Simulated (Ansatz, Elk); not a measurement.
# Bonding as seen by X-rays: La2Mn2Cd

The structure of La2Mn2Cd used here is made up (a known structure type with other elements) and was relaxed beforehand with PBE. The aim is the Fourier transform of its all-electron density, F(hkl), set beside the sum over free spherical atoms that refinements use.

Calculated with Elk 11.2.3 (patched build); DFT, PBE, all-electron APW+lo, Dirac cores, scalar-relativistic bands, static density, ferromagnetic start.

The structure was built from a prototype and need not be the compound's stable phase.

### Step 1. Set-up

It takes space group Cmmm (No. 65, orthorhombic). The conventional cell has a = 4.198 Å, b = 14.653 Å, c = 4.083 Å, α = 90.00°, β = 90.00°, γ = 90.00°. La has 6 Mn at 3.08 to 3.16 Å nearest. Nearest to Cd lie 2 Mn at 2.94 Å. Mn has 2 Mn at 2.55 Å and 1 Cd at 2.94 Å and 6 La at 3.08 to 3.16 Å nearest. Farther neighbours are not listed.

### Step 2. Ground state and structure factors

An all-electron density is needed, since X-rays see the cores too. Task 0 finds the density and task 195 Fourier-transforms it; tshift is off so that phases refer to the origin typed.

Contents of elk.in:

```
tasks
  0
  195
  196

xctype
  20

spinpol
  .true.

rgkmax
  7.0

gmaxvr
  14.0

lmaxo
  7

lmaxapw
  8

swidth
  0.002

tshift
  .false.

ramdisk
  .false.

hmaxvr
  5.5

maxscl
  120

epspot
  1e-06

reducebf
  0.8

sppath
  './'

avec
  3.96640136976 -13.84521190031 -0.00000000000
  3.96640136976 13.84521190031 0.00000000000
  0.00000000000 0.00000000000 7.71520556965

atoms
  3
  'La.in'
  2
  0.3654448788 0.6345551212 0.5000000000   0.000000 0.000000 0.000000
  0.6345551212 0.3654448788 0.5000000000   0.000000 0.000000 0.000000
  'Cd.in'
  1
  -0.0000000000 0.0000000000 -0.0000000000   0.000000 0.000000 0.000000
  'Mn.in'
  2
  0.2007482906 0.7992517094 -0.0000000000   0.000000 0.000000 -0.145000
  0.7992517094 0.2007482906 -0.0000000000   0.000000 0.000000 -0.145000

ngridk
  5 5 5
```

Run with:

```bash
$ OMP_NUM_THREADS=4 elk
```

Numbers of over 12 decimals in the logs are rounded to 6 here.

The log of the run:

```text
┌─────────────────────────┐
│ Elk code version 11.2.3 │
└─────────────────────────┘

All units are atomic (Hartree, Bohr, etc.)

┌─────────────────────────────────────────────────┐
│ Ground-state run starting from atomic densities │
└─────────────────────────────────────────────────┘

Lattice vectors :
   3.966401370      -13.84521190      -0.000000000
   3.966401370       13.84521190       0.000000000
   0.000000000       0.000000000       7.715205570

Reciprocal lattice vectors :
  0.7920511216     -0.2269082392       0.000000000
  0.7920511216      0.2269082392      -0.000000000
   0.000000000      -0.000000000      0.8143898760

Unit cell volume      :    847.3713267
Brillouin zone volume :   0.2927290618

Muffin-tin inner radius fraction :   0.1000000000E-01

Nuclei treated as point charges

Species : 1 (La)
 parameters loaded from : La.in
 name : lanthanum
 nuclear charge    :   -57.00000000
 electronic charge :    57.00000000
 atomic mass :    253209.2366
 muffin-tin radius :    2.800000000
 number of radial points in muffin-tin :   1393
 inner part over the whole radius :   0.9924947902E-02
 number on inner part of muffin-tin    :    996
 approximate nuclear radius :   0.9226798129E-04
 number of mesh points to nuclear radius :    505
 atomic positions (lattice), magnetic fields (Cartesian) :
  1 :   0.36544488 -0.36544488  0.50000000    0.00000000  0.00000000  0.00000000
  2 :  -0.36544488  0.36544488  0.50000000    0.00000000  0.00000000  0.00000000

Species : 2 (Cd)
 parameters loaded from : Cd.in
 name : cadmium
 nuclear charge    :   -48.00000000
 electronic charge :    48.00000000
 atomic mass :    204912.7176
 muffin-tin radius :    2.600000000
 number of radial points in muffin-tin :   1193
 inner part over the whole radius :   0.9972693929E-02
 number on inner part of muffin-tin    :    850
 approximate nuclear radius :   0.8708852602E-04
 number of mesh points to nuclear radius :    426
 atomic positions (lattice), magnetic fields (Cartesian) :
  1 :   0.00000000  0.00000000  0.00000000    0.00000000  0.00000000  0.00000000

Species : 3 (Mn)
 parameters loaded from : Mn.in
 name : manganese
 nuclear charge    :   -25.00000000
 electronic charge :    25.00000000
 atomic mass :    100145.9370
 muffin-tin radius :    2.381872934
 number of radial points in muffin-tin :    993
 inner part over the whole radius :   0.9976038017E-02
 number on inner part of muffin-tin    :    700
 approximate nuclear radius :   0.7074591925E-04
 number of mesh points to nuclear radius :    330
 atomic positions (lattice), magnetic fields (Cartesian) :
  1 :   0.20074829 -0.20074829  0.00000000    0.00000000  0.00000000 -0.14500000
  2 :  -0.20074829  0.20074829  0.00000000    0.00000000  0.00000000 -0.14500000

Total number of atoms per unit cell :    5
Total muffin-tin volume :    370.7341064
 ratio of muffin-tin to unit cell volume :   0.4375107992

Spin treatment :
 spin-polarised
 global magnetic field (Cartesian) :    0.000000000       0.000000000       0.000000000
 collinear magnetisation in z-direction

Number of Bravais lattice symmetries :    8
Number of crystal symmetries         :    8
Crystal has inversion symmetry
Real symmetric eigensolver will be used

k-point grid :      5     5     5
k-point offset :    0.000000000       0.000000000       0.000000000
k-point set is reduced with full crystal symmetry group
Total number of k-points :       27

Muffin-tin radius times maximum |G+k| :    7.000000000
 using average radius
Maximum |G+k| for APW functions       :    2.699836942
Maximum (1/2)|G+k|²                   :    3.644559756
Maximum |G| for potential and density :    14.00000000
Constant for pseudocharge density :   10
 order of it for each species :   17  17  17
 order of it for pair densities of each species (exact exchange by exxq0 0: 18) :   11  10   7
Radial integration step length :    1

G-vector grid sizes :     70    70    35
Number of G-vectors :    39283

Maximum angular momentum used for
[...]
Absolute change in total energy (target)   :   0.7722338566     (  0.1000000000E-03)

[... loops 3 to 22 left out ...]

┌──────────────────┐
│ Loop number : 23 │
└──────────────────┘

Energies :
 Fermi                       :     0.264067
 sum of occupied eigenvalues :     -15194.684413454
 electron kinetic            :      26400.855827394
 core electron kinetic       :      25869.215214261
 Coulomb                     :     -50641.780691785
 Coulomb potential           :     -40724.642391548
 nuclear-nuclear             :     -2494.4201924568
 electron-nuclear            :     -55625.053580828
 Hartree                     :      7477.6930815000
 Madelung                    :     -30279.459496011
 xc potential                :     -870.56585552446
 xc effective B-field        :    -0.331968
 external B-field            :      0.000000
 exchange                    :     -656.57298236319
 correlation                 :     -11.099604742968
 electron entropic           :    -0.20262638227062E-02
 total energy                :     -24908.599477761
 (external B-field energy excluded from total)

Density of states at Fermi energy :    149.0768516
 (states/Hartree/unit cell)

Estimated indirect band gap :   0.7966136454E-03
 from k-point 27 to k-point 26
Estimated direct band gap   :   0.1984444711E-02
 at k-point 26

Charges :
 core                        :    142.0000000
 valence                     :    70.00000000
 interstitial                :    8.538894728
 muffin-tins (core leakage)
  species : 1 (La)
[...]
species : 2 (Cd)
[...]
species : 3 (Mn)
[...]
total in muffin-tins        :    203.4611053
 total calculated charge     :    211.9990737
 total charge                :    212.0000000
 error                       :   0.9263060012E-03

Moments :
 interstitial                :  -0.1923304760
 muffin-tins
  species : 1 (La)
[...]
species : 2 (Cd)
[...]
species : 3 (Mn)
[...]
total in muffin-tins        :    5.521438206
 total moment                :    5.329107730

RMS change in Kohn-Sham potential (target) :   0.9121874608E-06 (  0.1000000000E-05)
Absolute change in total energy (target)   :   0.3139720502E-04 (  0.1000000000E-03)

Convergence targets achieved

┌──────────────────┐
│ Loop number : 24 │
└──────────────────┘

Energies :
 Fermi                       :     0.264067
 sum of occupied eigenvalues :     -15194.684441376
 electron kinetic            :      26400.855833728
 core electron kinetic       :      25869.215223812
 Coulomb                     :     -50641.780701366
 Coulomb potential           :     -40724.642368401
 nuclear-nuclear             :     -2494.4201924568
 electron-nuclear            :     -55625.053626143
 Hartree                     :      7477.6931172329
 Madelung                    :     -30279.459517166
 xc potential                :     -870.56591876212
 xc effective B-field        :    -0.331967
 external B-field            :      0.000000
 exchange                    :     -656.57298538670
 correlation                 :     -11.099604798402
 electron entropic           :    -0.20262623392819E-02
 total energy                :     -24908.599484085
 (external B-field energy excluded from total)

Density of states at Fermi energy :    149.0764820
 (states/Hartree/unit cell)

Estimated indirect band gap :   0.7974512176E-03
 from k-point 27 to k-point 26
Estimated direct band gap   :   0.1985378784E-02
 at k-point 26

Charges :
 core                        :    142.0000000
 valence                     :    70.00000000
 interstitial                :    8.538891846
 muffin-tins (core leakage)
  species : 1 (La)
[...]
species : 2 (Cd)
   atom 1                    :    46.66529252     (  0.2401248032E-03)
  species : 3 (Mn)
   atom 1                    :    23.77233820     ( -0.2242400594E-06)
   atom 2                    :    23.77233820     ( -0.2242400594E-06)
 total in muffin-tins        :    203.4611082
 total calculated charge     :    211.9990737
 total charge                :    212.0000000
 error                       :   0.9263047720E-03

Moments :
 interstitial                :  -0.1923836269
 muffin-tins
  species : 1 (La)
[...]
species : 2 (Cd)
   atom 1                    :  -0.1770106677E-01
  species : 3 (Mn)
   atom 1                    :    2.958296753
   atom 2                    :    2.958296753
 total in muffin-tins        :    5.521405182
 total moment                :    5.329021555

┌──────────────────────────────┐
│ Self-consistent loop stopped │
└──────────────────────────────┘

Warning : core states of species 1 leak from the muffin-tin :   0.2191442741E-03

Warning : core states of species 2 leak from the muffin-tin :   0.2401248032E-03

Wrote STATE.OUT
```

Wall time 6.3 min (4 threads of Arm Neoverse V1, shared host); peak memory 0.62 GiB.

SFACRHO.OUT:

```text

h k l indices transformed by vhmat matrix:
   1.000000000       0.000000000       0.000000000    
   0.000000000       1.000000000       0.000000000    
   0.000000000       0.000000000       1.000000000    

      h      k      l  multipl.   |H|            Re(F)            Im(F)           |F|

      0      0      0      1   0.0000000       212.00000      0.20393192E-16   212.00000    
     -1      1      0      2  0.45381648      -5.7761944      -0.0000000       5.7761944    
      0      0      1      2  0.81438988      -13.505469      0.11613209E-13   13.505469    
      0     -1      0      4  0.82391282      -10.120007      0.29399099E-14   10.120007    
      2     -2      0      2  0.90763296      -39.539676      -0.0000000       39.539676    
      1     -1      1      4  0.93229838       19.589638      -0.0000000       19.589638    
     -2      1      0      4   1.0443807       87.590087      -0.0000000       87.590087    
      1      0      1      8   1.1584745       114.68879      0.58798197E-14   114.68879    
     -2      2      1      4   1.2194378       142.56741     -0.11759639E-13   142.56741    
     -2      1     -1      8   1.3243723      -65.991240     -0.11759639E-13   65.991240    
     -3      3      0      2   1.3614494       80.507631     -0.29399099E-14   80.507631    
     -3      2      0      4   1.3836650       117.27459      -0.0000000       117.27459    
     -1     -1      0      2   1.5841022       157.33892      0.10482004E-15   157.33892    
      3     -3      1      4   1.5864348       16.382515      0.11759639E-13   16.382515    
     -2      3     -1      8   1.6055403       31.535384     -0.11805576E-13   31.535384    
      0      0      2      2   1.6287798       155.74378     -0.21121075E-13   155.74378    
      0      2      0      4   1.6478256      -2.2065660      -0.0000000       2.2065660    
      1     -1     -2      4   1.6908202      -2.2224629      0.58798197E-14   2.2224629
```

Elk indexes on the primitive cell of elk.in and gives |H| = 4π sin θ/λ in inverse bohr. Below, one row stands for each form hkl of the conventional cell (m members, Friedel mates merged), F is for one primitive cell and the density is static (no thermal factor). Free-atom factors are Waasmaier and Kirfel's, and R is Σm||F|−|F'||/Σm|F|.

```tsv
hkl	m	sin θ/λ (Å⁻¹)	abs F, DFT	neutral atoms	diff.
020	2	0.068	5.776	5.283	+0.493
001	2	0.122	13.505	13.715	-0.209
110	4	0.124	10.120	10.053	+0.067
040	2	0.137	39.540	39.423	+0.117
021	4	0.140	19.590	19.891	-0.301
130	4	0.157	87.590	87.698	-0.108
111	8	0.174	114.689	114.841	-0.152
041	4	0.183	142.567	142.684	-0.117
131	8	0.199	65.991	65.979	+0.013
060	2	0.205	80.508	80.948	-0.441
150	4	0.208	117.275	117.623	-0.348
200	2	0.238	157.339	157.751	-0.412
061	4	0.239	16.383	16.521	-0.138
151	8	0.241	31.535	32.049	-0.514
002	2	0.245	155.744	156.099	-0.355
220	4	0.248	2.207	2.386	-0.179
022	4	0.254	2.223	2.322	-0.099
170	4	0.267	69.465	69.508	-0.043
201	4	0.268	13.844	13.405	+0.439
080	2	0.273	80.855	80.741	+0.114
112	8	0.275	9.349	9.154	+0.195
240	4	0.275	33.707	33.421	+0.286
```

### Step 3. The magnetisation density

The same run holds the spin density, and task 196 transforms it. The order is that of the start, and no other was tried.

SFACMAG_1.OUT:

```text

h k l indices transformed by vhmat matrix:
   1.000000000       0.000000000       0.000000000    
   0.000000000       1.000000000       0.000000000    
   0.000000000       0.000000000       1.000000000    

      h      k      l  multipl.   |H|            Re(F)            Im(F)           |F|

      0      0      0      1   0.0000000       5.3290218     -0.51553419E-17   5.3290218    
     -1      1      0      2  0.45381648      -4.4202038      -0.0000000       4.4202038    
      0      0      1      2  0.81438988       5.5164457      0.13768963E-16   5.5164457    
      0     -1      0      4  0.82391282       1.7416513      -0.0000000       1.7416513    
      2     -2      0      2  0.90763296       1.4782501      -0.0000000       1.4782501    
      1     -1      1      4  0.93229838      -4.0945495      0.18374437E-15   4.0945495    
     -2      1      0      4   1.0443807      -3.9210288      -0.0000000       3.9210288    
      1      0      1      8   1.1584745       1.3626713      0.36748873E-15   1.3626713    
     -2      2      1      4   1.2194378       1.2918242      -0.0000000       1.2918242    
     -2      1     -1      8   1.3243723      -3.2126711      0.18374437E-15   3.2126711    
     -3      3      0      2   1.3614494       1.3876457     -0.36748873E-15   1.3876457    
     -3      2      0      4   1.3836650       3.8099532      0.11484023E-16   3.8099532    
     -1     -1      0      2   1.5841022       3.3300572      0.70539866E-17   3.3300572    
      3     -3      1      4   1.5864348      0.88250955      0.18374437E-15  0.88250955    
     -2      3     -1      8   1.6055403       3.2101640      0.11484023E-16   3.2101640    
      0      0      2      2   1.6287798       3.0375513      0.36088815E-16   3.0375513
```

The total moment is 5.33 μB a cell; sphere moments: La1 -0.19, La2 -0.19, Cd3 -0.02, Mn4 +2.96, Mn5 +2.96 μB. Polarised neutrons measure spin and orbital magnetisation together; without spin-orbit coupling the run gives the spin part:

```tsv
hkl	sin θ/λ (Å⁻¹)	abs F_M (μB)
020	0.068	4.420
001	0.122	5.516
110	0.124	1.742
040	0.137	1.478
021	0.140	4.095
130	0.157	3.921
111	0.174	1.363
041	0.183	1.292
131	0.199	3.213
060	0.205	1.388
150	0.208	3.810
200	0.238	3.330
061	0.239	0.882
151	0.241	3.210
```

(Part 1 of 2 ends here.)

[Logs are printed without paths, hosts, clocks, repeated set-up lines and the standing remarks that a program may print on its own settings, such as how far it seeks lower states.]

[Hosts, paths, dates, database ids (printed as entryN), source tags and the programs' standing remarks are cut or masked in the printed files.]
